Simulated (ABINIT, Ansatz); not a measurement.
## CsCdH3 (Pm-3m): zone-centre phonons

Aim: the zone-centre modes of CsCdH3 (Pm-3m).

Program: ABINIT 10.8.3. Level of theory: DFT PBEsol, scalar-relativistic, plane waves, PseudoDojo norm-conserving pseudopotentials. Results are calculated unless marked as measured.

The structure was built from a prototype and need not be the compound's stable phase.

## (1) Starting point

The structure is cubic, space group Pm-3m (No. 221). Conventional cell: a = 4.229 Å, b = 4.229 Å, c = 4.229 Å, α = 90.00°, β = 90.00°, γ = 90.00°. Cs has 12 H at 2.99 Å nearest. Cd has 6 H at 2.11 Å nearest. Nearest to H lie 2 Cd at 2.11 Å and 4 Cs at 2.99 Å and 8 H at 2.99 Å. Farther neighbours are not listed.

## (2) Relaxation

The harmonic expansion needs vanishing forces, and a free crystal bears no stress, so cell and atoms are brought to rest. Stress is more sensitive to the basis than forces are: the last 3 Ha under the cutoff are smoothed with ecutsm, and the cutoff is raised above that of the later runs.

The starting cell comes from a relaxation made beforehand in Ansatz (PBEsol, PseudoDojo NC).

Contents of relax.abi:

```
# relaxation
ionmov 2
optcell 2
dilatmx 1.08
ntime 40
tolmxf 1.0d-05
tolvrs 1.0d-14
prtwf 0
prtden 0
chksymtnons 0

# basis, mesh and filling
ecut 57.0
ecutsm 3.0
ngkpt 6 6 6
nshiftk 1
shiftk 0.0 0.0 0.0
istwfk *1
occopt 3
tsmear 0.01
nband 24
nstep 100
diemac 1000000.0
prtebands 0
prtgsr 0
useylm 1

# cell and atoms
acell 3*1.0 Angstrom
rprim 
    4.229375123 0.0 0.0
    0.0 4.229375123 0.0
    0.0 0.0 4.229375123
ntypat 3
znucl 55 48 1
natom 5
typat 1 2 3 3 3
xred 
    0.0 0.0 0.0
    0.5 0.5 0.5
    0.5 0.5 0.0
    0.5 0.0 0.5
    0.0 0.5 0.5
pp_dirpath "./pseudo"
pseudos "Cs.upf, Cd.upf, H.upf"
```

Command:

```sh
OMP_NUM_THREADS=1 mpirun -n 4 abinit relax.abi > relax.log
```

Numbers of over 12 decimals in the logs are rounded to 6 here.

relax.abo, the main output file:

```text
[banners, grids, parts of the stress and lines that vanish by symmetry left out]
- input  file    -> relax.abi
- output file    -> relax.abo
- root for input  files -> relaxi
[...]
Symmetries : space group Pm -3 m (#221); Bravais cP (primitive cubic)
[...]
mpw =       13264          nfft =      216000          nkpt =          20
[...]
== DATASET  1 ==================================================================
[...]
cutoff_energies: {ecut:  57.0, pawecutdg:  -1.0, }
[...]
ETOT  1  -198.01558611351    -1.980E+02 2.306E+00 8.047E+03
 ETOT  2  -199.24981898743    -1.234E+00 7.296E-02 1.122E+04
 ETOT  3  -200.19322326011    -9.434E-01 1.048E-02 1.634E+03
 ETOT  4  -200.27231516747    -7.909E-02 1.429E-02 5.485E+02
 ETOT  5  -200.31104759477    -3.873E-02 3.440E-03 6.469E+00
[...]
At SCF step   18       vres2   =  4.07E-15 < tolvrs=  1.00E-14 =>converged.
[...]
sigma(1 1)= -3.19331600E-06  sigma(3 2)=  0.00000000E+00
  sigma(2 2)= -3.19331600E-06  sigma(3 1)=  0.00000000E+00
  sigma(3 3)= -3.19331600E-06  sigma(2 1)=  0.00000000E+00
[...]
convergence: {deltae: -8.441E-12, res2:  4.069E-15, residm:  9.053E-04, diffor: null, }
etotal    :  -2.00311413E+02
[...]
ETOT  1  -200.31140412274    -2.003E+02 3.311E-04 1.545E-01
[...]
At SCF step   12       vres2   =  4.33E-15 < tolvrs=  1.00E-14 =>converged.
[...]
sigma(1 1)= -2.80178445E-06  sigma(3 2)=  0.00000000E+00
  sigma(2 2)= -2.80178445E-06  sigma(3 1)=  0.00000000E+00
  sigma(3 3)= -2.80178445E-06  sigma(2 1)=  0.00000000E+00
[...]
convergence: {deltae: -5.656E-12, res2:  4.330E-15, residm:  1.157E-05, diffor: null, }
etotal    :  -2.00311413E+02
[...]
ETOT  1  -200.31093373650    -2.003E+02 1.319E-05 8.012E+00
[...]
ETOT 15  -200.31141480417     3.078E-11 1.333E-06 1.278E-14
 ETOT 16  -200.31141480421    -3.899E-11 1.008E-06 2.250E-15
 At SCF step   16       vres2   =  2.25E-15 < tolvrs=  1.00E-14 =>converged.
[...]
sigma(1 1)= -8.96828968E-09  sigma(3 2)=  0.00000000E+00
  sigma(2 2)= -8.96828969E-09  sigma(3 1)=  0.00000000E+00
  sigma(3 3)= -8.96828970E-09  sigma(2 1)=  0.00000000E+00
[...]
convergence: {deltae: -3.899E-11, res2:  2.250E-15, residm:  1.008E-06, diffor: null, }
etotal    :  -2.00311415E+02
[...]
At Broyd/MD step   3, gradients are converged :
[...]
sigma(1 1)= -8.96828968E-09  sigma(3 2)=  0.00000000E+00
  sigma(2 2)= -8.96828969E-09  sigma(3 1)=  0.00000000E+00
  sigma(3 3)= -8.96828970E-09  sigma(2 1)=  0.00000000E+00
[...]
- sigma(1 1)= -2.63856192E-04  sigma(3 2)=  0.00000000E+00
- sigma(2 2)= -2.63856192E-04  sigma(3 1)=  0.00000000E+00
- sigma(3 3)= -2.63856193E-04  sigma(2 1)=  0.00000000E+00
[...]
fcart     -0.0000000000E+00 -0.0000000000E+00 -0.0000000000E+00
           strten     -8.9682896803E-09 -8.9682896855E-09 -8.9682896985E-09
================================================================================

[key lines of the parts left out:]
pressure_GPa:   2.6386E-04
Total energy (etotal) [Ha]= -2.00311414804212E+02
```

Elapsed: 5.5 min, on 4 MPI ranks of Intel Xeon at 2.70GHz, shared host.

Little changed from the start: no atom moved by 0.005 Å and no cell edge by 0.1 %.

Read from the output:

* volume per atom: 15.17 Å³
* pressure: 2.64e-4 GPa
* gap on the k-mesh: 0 eV

The volume changes by +0.2 % from the cell with which this run began.

## (3) Ground state

First-order wavefunctions inherit every error of the ground state, hence the very tight tolvrs. Occupations are smeared.

Contents of gs.abi:

```
# ground state
tolvrs 1.0d-16
prtden 1
prtwf 1

# basis, mesh and filling
ecut 47.0
ngkpt 6 6 6
nshiftk 1
shiftk 0.0 0.0 0.0
istwfk *1
occopt 3
tsmear 0.01
nband 24
nstep 100
diemac 1000000.0
prtebands 0
prtgsr 0
useylm 1

# cell and atoms
acell 3*1.0 Angstrom
rprim 
    4.232686503 0.0 0.0
    0.0 4.232686503 0.0
    0.0 0.0 4.232686503
ntypat 3
znucl 55 48 1
natom 5
typat 1 2 3 3 3
xred 
    0.0 0.0 0.0
    0.5 0.5 0.5
    0.5 0.5 0.0
    0.5 0.0 0.5
    0.0 0.5 0.5
pp_dirpath "./pseudo"
pseudos "Cs.upf, Cd.upf, H.upf"
```

Command:

```sh
OMP_NUM_THREADS=1 mpirun -n 4 abinit gs.abi > gs.log
```

gs.abo, the main output file:

```text
[banners, grids, parts of the stress and lines that vanish by symmetry left out]
- input  file    -> gs.abi
- output file    -> gs.abo
- root for input  files -> gsi
[...]
Symmetries : space group Pm -3 m (#221); Bravais cP (primitive cubic)
[...]
mpw =        7920          nfft =      125000          nkpt =          20
[...]
== DATASET  1 ==================================================================
[...]
cutoff_energies: {ecut:  47.0, pawecutdg:  -1.0, }
[...]
ETOT  1  -198.52296525032    -1.985E+02 2.462E+00 3.337E+03
 ETOT  2  -199.54928415808    -1.026E+00 4.545E-02 4.581E+03
 ETOT  3  -200.23709365117    -6.878E-01 9.538E-03 5.998E+02
 ETOT  4  -200.28805317129    -5.096E-02 1.714E-02 1.888E+02
 ETOT  5  -200.31108875011    -2.304E-02 2.784E-03 2.273E-01
[...]
ETOT 21  -200.31117008035     1.717E-11 1.604E-05 2.500E-16
 ETOT 22  -200.31117008035    -3.553E-12 4.328E-05 2.378E-17
 At SCF step   22       vres2   =  2.38E-17 < tolvrs=  1.00E-16 =>converged.
[...]
sigma(1 1)=  7.83986464E-06  sigma(3 2)=  0.00000000E+00
  sigma(2 2)=  7.83986464E-06  sigma(3 1)=  0.00000000E+00
  sigma(3 3)=  7.83986464E-06  sigma(2 1)=  0.00000000E+00
[...]
convergence: {deltae: -3.553E-12, res2:  2.378E-17, residm:  4.328E-05, diffor: null, }
etotal    :  -2.00311170E+02
[...]
sigma(1 1)=  7.83986464E-06  sigma(3 2)=  0.00000000E+00
  sigma(2 2)=  7.83986464E-06  sigma(3 1)=  0.00000000E+00
  sigma(3 3)=  7.83986464E-06  sigma(2 1)=  0.00000000E+00
[...]
- sigma(1 1)=  2.30656781E-01  sigma(3 2)=  0.00000000E+00
- sigma(2 2)=  2.30656781E-01  sigma(3 1)=  0.00000000E+00
- sigma(3 3)=  2.30656781E-01  sigma(2 1)=  0.00000000E+00
[...]
fcart     -0.0000000000E+00 -0.0000000000E+00 -0.0000000000E+00
           strten      7.8398646387E-06  7.8398646388E-06  7.8398646388E-06
================================================================================

[key lines of the parts left out:]
pressure_GPa:  -2.3066E-01
```

Wall time 99 s (4 MPI ranks).

This step gave:

- pressure: -0.2307 GPa

The cell stands at -0.23 GPa: the relaxation ran with a smoothed and higher cutoff, and the difference is a stress of the finite basis.

(Continued in part 2 of 4.)

[Host names and launcher messages were left out of these logs when they were recorded.]

[Logs are printed without paths, hosts, clocks, repeated set-up lines and the standing remarks that a program may print on its own settings, such as how far it seeks lower states.]

[Hosts, paths, dates, database ids (printed as entryN), source tags and the programs' standing remarks are cut or masked in the printed files.]
